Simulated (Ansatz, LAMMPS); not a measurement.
# Localised basis functions on glassy 69SiO2-19Al2O3-6SrO-6Li2O (mol %) (106 atoms), part 2 of 2

Wanted: errors and times of a linear-scaling basis for glassy 69SiO2-19Al2O3-6SrO-6Li2O (mol %) (106 atoms). A setting counts as converged where the r.m.s. difference of forces stays under 1 % of the r.m.s. force.

Ansatz 0.2.0; Kohn-Sham DFT, PBE, PAW (set soft_2), plane waves.

The cell: 22 Si, 12 Al, 2 Sr, 4 Li and 66 O. The quench rate of 50 K/ps is many orders above laboratory rates. The starting topology of bonds comes from the classical model. The Brillouin zone is sampled at Γ only, in a cell whose shortest periodic width is 11 Å.

So far. Step 4 (Support functions low): Forces differ from the reference by 0.84 meV/Å r.m.s., 0.059 % of their size, well within a tolerance of 1 %; the energy by -4.9 meV/atom. It took 2.1 min and 12 cycles; the reference's time can't be set against it, since the two runs asked for unlike analyses. Step 5 (Support functions medium): Forces differ from the reference by 0.79 meV/Å r.m.s., 0.056 % of their size, well within a tolerance of 1 %; the energy by -4.9 meV/atom.

## 8. The reference in detail

With the settings judged, the reference run is read for its physics.

Length of the force by element:

```
element  coordination  atoms  mean length of the force (eV/Å)  spread  least   most
     Al           all     12                             2.02   0.758  0.698   3.47
     Li           all      4                            0.690   0.425  0.118   1.29
      O           all     66                             1.90    1.00  0.430   5.81
     Si           all     22                             3.37    1.02   1.79   6.08
     Sr           all      2                            0.645   0.148  0.497  0.793
```

Intrinsic-atomic-orbital charges by element:

```
element  coordination  atoms  mean charge (e)  spread  least    most
     Al           all     12             1.31  0.0343   1.24    1.35
     Li           all      4            0.819  0.0081  0.807   0.827
      O           all     66           -0.920  0.0498  -1.13  -0.838
     Si           all     22             1.73  0.0258   1.68    1.78
     Sr           all      2             1.86  0.0097   1.85    1.87
```

Density of states as counts of states in windows of 1 eV (from the Fermi level), total and the larger projections:

```
from (eV)  to (eV)  total   O p  Si p   O s
      -18      -17   30.8   0.3   3.1  24.3
      -17      -16    7.9   0.1   0.6   5.8
      -16      -15   11.8   0.3   0.1   0.9
      -15      -11    0.0   0.0   0.0   0.0
      -11      -10    3.9   2.6   0.1   0.2
      -10       -9   10.2   6.9   0.6   0.5
       -9       -8   15.0  10.5   1.1   0.7
       -8       -7   24.4  18.0   2.6   0.6
       -7       -6   33.4  25.7   4.1   0.6
       -6       -5   43.5  34.4   4.4   1.2
       -5       -4   52.0  44.3   2.8   1.5
       -4       -3   62.2  56.0   1.9   1.2
       -3       -2   65.5  61.5   1.2   0.7
       -2       -1   59.5  56.6   0.7   0.5
       -1        0   25.3  24.3   0.3   0.1
        0        1    1.1   1.1   0.0   0.0
        1        3    0.0   0.0   0.0   0.0
        3        4    2.0   0.0   0.1   0.6
        4        5    2.2   0.2   0.3   0.3
```

With fixed occupations the program's Fermi level is the highest filled level; weight inside the gap is the broadening of levels at its edges.

Between -26 and -18 eV lie 93 more states.

The levels nearest the highest filled one (over half full), pooled over k-points and spins:

```
level less the highest filled one (eV)  occupation
                                -0.693           2
                                -0.596           2
                                -0.519           2
                                -0.224           2
                                -0.175           2
                                     0           2
                                  3.66           0
                                  4.96           0
                                  5.01           0
                                  5.16           0
                                  5.25           0
                                  5.42           0
```

Valence density in the ab plane at fractional z = 0.288, with atoms of Si and Al and Sr and O within 0.2 Å of it. It is the smooth field of the valence electrons, not physical close to the nuclei.

Ten steps, logarithmic in the rise over the least value, from '_' (0.0 e/Å³) to '@' (6.8 e/Å³), each cell a mean:
```
----::......::::::..________..::------++##%%##++::..__..::--
..::--::::::::....__________....::::--++%%@@@@##--..______..
::======--::..____________..::::::..::++##@@%%**--..______..
--++**++==::..________..::==++++--::..::==++++--..________..
--++**++--::__________..==**%%##++--......::....____......::
--======--::..________::==##%%%%**--..__________..::--====--
==::::----::..________..--++****==::..__________::==**####++
==::::--==--::..______..::------::..__________..::==##%%%%**
------------::..______..--====--::..____....::::::==++****++
::------::....______..--**####**==::....--==++++----------::
..::::::..__________::++########**--..--++%%@@%%++--........
..........__....::::::==########**--::--**@@@@@@**--..______
________....::--==------++******==::..--++##%%##==::________
______....::--++++==--::::----::::..::::==++++==--..________
____....::--==++++==--....____....::::----------::....______
....::--====--------::..________..::--==++++==--::::::......
::--==******==--------::..________..--==++++==--::::::::--::
--==**%%%%##++--------::..__________::--==--::......::------
::--++####**==::::::::::..__________....::....____....::--::
------====--::..__..........................________..::----
**==::::....______________..::--==--::::::....______..--++**
%%**==::........__________::==++**++==--::::..______::++##@@
@@##==::....::::....______::==++**++==----::....____::++%%@@
**++--::..::::::::..______..::======----====--::..__..--++##
```
Columns run along a (10.6 Å), rows up along b (10.6 Å). Atoms in or near the plane, at fractional coordinates: Si at (0.05, 0.69), Al at (0.13, 0.97), Sr at (0.46, 0.54), O at (0.98, 0.07), O at (0.72, 0.92), O at (0.74, 0.52).

Electrostatic potential energy in the ab plane at fractional z = 0.288, with atoms of Si and Al and Sr and O within 0.2 Å of it. With pseudopotentials it is smooth inside the atoms' cores, unlike the true potential.

Ten even steps from '_' (-41 eV) to '@' (12 eV), each cell a mean:
```
@@##++####****%%@@@@@@@@@@@@@@@@%%**==++++--++%%@@@@@@@@@@@@
@@%%********##%%@@@@@@@@@@@@@@@@@@%%%%##::__..**@@@@@@@@@@@@
@@%%%%####%%%%@@@@@@@@@@@@@@@@@@@@@@@@@@++::--##@@@@@@@@@@@@
@@%%##%%@@@@@@@@@@@@@@@@@@@@%%%%@@@@@@@@@@%%%%@@@@@@@@@@@@@@
%%%%##%%@@@@@@@@@@@@@@@@@@**::--##@@@@@@@@@@@@@@@@@@@@@@@@@@
**====**%%@@@@@@@@@@@@@@@@==..::##@@@@@@@@@@@@@@@@@@@@@@%%%%
..____::##%%@@@@@@@@@@@@@@%%****%%@@@@@@@@@@@@@@@@@@**====**
..____..##%%@@@@@@@@@@@@@@%%%%%%@@@@@@@@@@@@@@@@@@%%==::--++
++::--++%%@@@@@@@@@@@@%%####**##%%%%@@@@@@@@%%%%%%%%##**####
%%%%%%%%@@@@@@@@@@@@%%##==..__::**%%@@@@@@%%##%%%%%%@@@@@@@@
@@@@@@@@@@@@@@@@@@@@%%**________--##%%@@%%--..--##@@@@@@@@@@
@@@@@@@@@@@@@@@@@@@@%%**..______==##%%@@**..__..##@@@@@@@@@@
@@@@@@@@@@@@@@@@@@@@%%##++::::==##%%%%%%##==::++%%@@@@@@@@@@
@@@@@@@@@@%%%%####%%%%%%%%####%%%%%%%%##**==++##%%@@@@@@@@@@
@@@@@@@@%%##--::--**%%%%@@@@@@@@@@@@%%**::__..++%%@@@@@@@@@@
@@@@@@@@%%++______==%%@@@@@@@@@@@@@@%%##--..::++%%@@@@@@@@@@
%%@@@@##**++::__..++%%@@@@@@@@@@@@@@@@%%**++**##%%@@@@%%%%%%
##%%##--::++**++**%%@@@@@@@@@@@@@@@@@@@@%%%%%%@@@@@@%%%%****
**%%%%++++##%%%%%%@@@@@@@@@@@@@@@@@@@@@@@@@@@@@@@@@@%%##**++
##%%@@@@@@@@@@@@@@@@@@@@@@@@@@@@@@@@@@@@@@@@@@@@@@@@%%%%####
##%%@@@@@@@@@@@@@@@@@@@@@@@@@@@@@@@@@@@@@@@@@@@@@@@@@@%%##**
..**%%%%%%@@@@@@@@@@@@@@@@@@@@%%########%%@@@@@@@@@@@@%%==..
..++##****##%%@@@@@@@@@@@@@@@@##**==::--**%%@@@@@@@@@@%%==__
**##******++##%%@@@@@@@@@@@@@@%%##--__..++%%@@@@@@@@@@@@%%**
```
Columns run along a (10.6 Å; values clipped at the 3rd and 97th percentile), rows up along b (10.6 Å). Atoms in or near the plane, at fractional coordinates: Si at (0.05, 0.69), Al at (0.13, 0.97), Sr at (0.46, 0.54), O at (0.98, 0.07), O at (0.72, 0.92), O at (0.74, 0.52).

Mean intrinsic-atomic-orbital charges: Al +1.31, Li +0.82, O -0.92, Si +1.73, Sr +1.86 e. The largest share in the top eV of filled states is O p (98 % of the projected weight), and in the lowest eV of empty states O s (32 % of the projected weight).

## 9. Structure statistics

These statistics describe the geometry on which the runs were made.

Density 3.07 g/cm³, 11.21 Å³ an atom.

g(r), total and by pair (bins of 0.2 Å):

```
r (Å)  total   O-O  O-Si  O-Al  O-Li  O-Sr  Si-Si
 1.50   1.15  0.00  4.43  0.00  0.00  0.00   0.00
 1.70   2.50  0.00  6.59  5.64  0.00  0.00   0.00
 1.90   0.61  0.00  0.00  3.34  2.91  0.00   0.00
 2.10   0.21  0.00  0.00  0.68  2.50  0.00   0.00
 2.30   0.20  0.12  0.00  0.32  2.00  0.64   0.00
 2.50   1.05  2.28  0.00  0.20  0.00  4.49   0.00
 2.70   1.48  3.31  0.22  0.17  0.72  0.52   0.25
 2.90   1.04  1.67  0.27  0.49  0.62  0.82   0.22
 3.10   1.05  0.94  0.48  0.36  1.32  0.39   3.08
 3.30   0.91  0.56  1.15  0.76  0.33  0.00   1.30
 3.50   0.92  0.55  1.45  1.13  1.17  1.19   0.32
 3.70   0.96  0.67  1.02  1.74  0.66  1.55   0.70
 3.90   1.10  0.61  1.57  1.42  1.53  1.40   1.30
 4.10   1.19  0.71  2.09  1.22  1.17  0.85   1.17
 4.30   1.02  0.77  1.11  1.61  1.64  1.18   1.79
 4.50   1.02  1.08  0.85  1.21  1.60  0.87   0.57
 4.70   0.96  1.33  0.62  0.59  1.13  1.14   0.88
 4.90   1.08  1.44  0.79  0.87  0.60  1.64   1.21
 5.10   0.98  1.29  0.70  0.62  0.48  1.52   1.28
```

The surroundings of Si15, which bears the longest force, nearest first, numbered as they follow in the input and with coordinates relative to it.

```
atom      x      y      z  distance (Å)  intrinsic-atomic-orbital charge (e)     Fx     Fy  Fz (eV/Å)
Si15   0.00   0.00   0.00          0.00                                 1.71  -4.36  -3.43       2.48
 O90   0.36   0.95  -1.14          1.53                                -1.00   3.00   2.51      -2.40
 O96   1.11  -0.85   0.80          1.62                                -0.87   0.95  -0.27       0.01
 O80  -0.89   0.73   1.14          1.62                                -0.93   1.32   0.70       0.54
 O59  -1.18  -0.87  -0.75          1.65                                -0.94   1.42  -0.39      -0.53
Al31  -0.78   1.44  -2.41          2.92                                 1.34  -0.06  -0.71       1.58
Al30  -2.47   0.61   1.73          3.07                                 1.34  -0.94   1.48      -0.23
Sr36   2.36   2.14  -0.46          3.22                                 1.87   0.11  -0.40      -0.27
 O43   1.87  -1.59  -2.10          3.23                                -0.94  -1.35  -1.89       1.89
Al33  -2.84  -1.11  -1.08          3.24                                 1.30   0.16  -0.27       2.11
Si16   2.11  -1.99   1.46          3.25                                 1.77  -0.71  -1.85      -2.14
 O92  -3.19  -0.67   0.84          3.36                                -0.89  -0.63  -1.25      -1.07
 O46  -1.84   2.47  -1.47          3.41                                -0.96  -1.78   1.02       0.50
 O73   1.54   2.60   1.69          3.47                                -1.01   1.61   0.45      -0.33
```

## 10. What came out

| Quantity | Value |
| --- | --- |
| free energy per atom | -621.7839 eV/atom |
| pressure | 10.28 GPa |
| r.m.s. force component | 1.415 eV/Å |
| gap (highest filled to lowest empty level) | 3.66 eV |
| wall time of the 3 DFT runs | 4.6 min |

**Reading.** Against plane waves at 420 eV, the forces differ by 0.79 meV/Å (0.056 %) with support functions medium. At 106 atoms the fastest of the runs at a preset level, support functions low, takes roughly 5.3 times the time of plane waves (whose run also made extra analyses, so the like-for-like ratio is larger), in 12 SCF cycles against 9. Differences between support functions and plane waves include what basis error the plane-wave run still has.

Between filled and empty levels lie 3.66 eV (at Γ alone); a semilocal functional tends to put such gaps too low. In a disordered cell it changes from sample to sample, and tail or defect levels can set it.

**Limits.** The force components of 1.4 eV/Å r.m.s. hold both thermal displacement and the mismatch between the potential that made the cell and DFT. The stress is far from hydrostatic: its diagonal is 6.3, 11.3, 13.2 GPa, compression counted positive. The pressure of 10 GPa is that of one thermal frame, in which the classical model's bond lengths enter as well as the volume, without the kinetic term.

[Logs are printed without paths, hosts, clocks, repeated set-up lines and the standing remarks that a program may print on its own settings, such as how far it seeks lower states.]

[Hosts, paths, dates, database ids (printed as entryN), source tags and the programs' standing remarks are cut or masked in the printed files.]
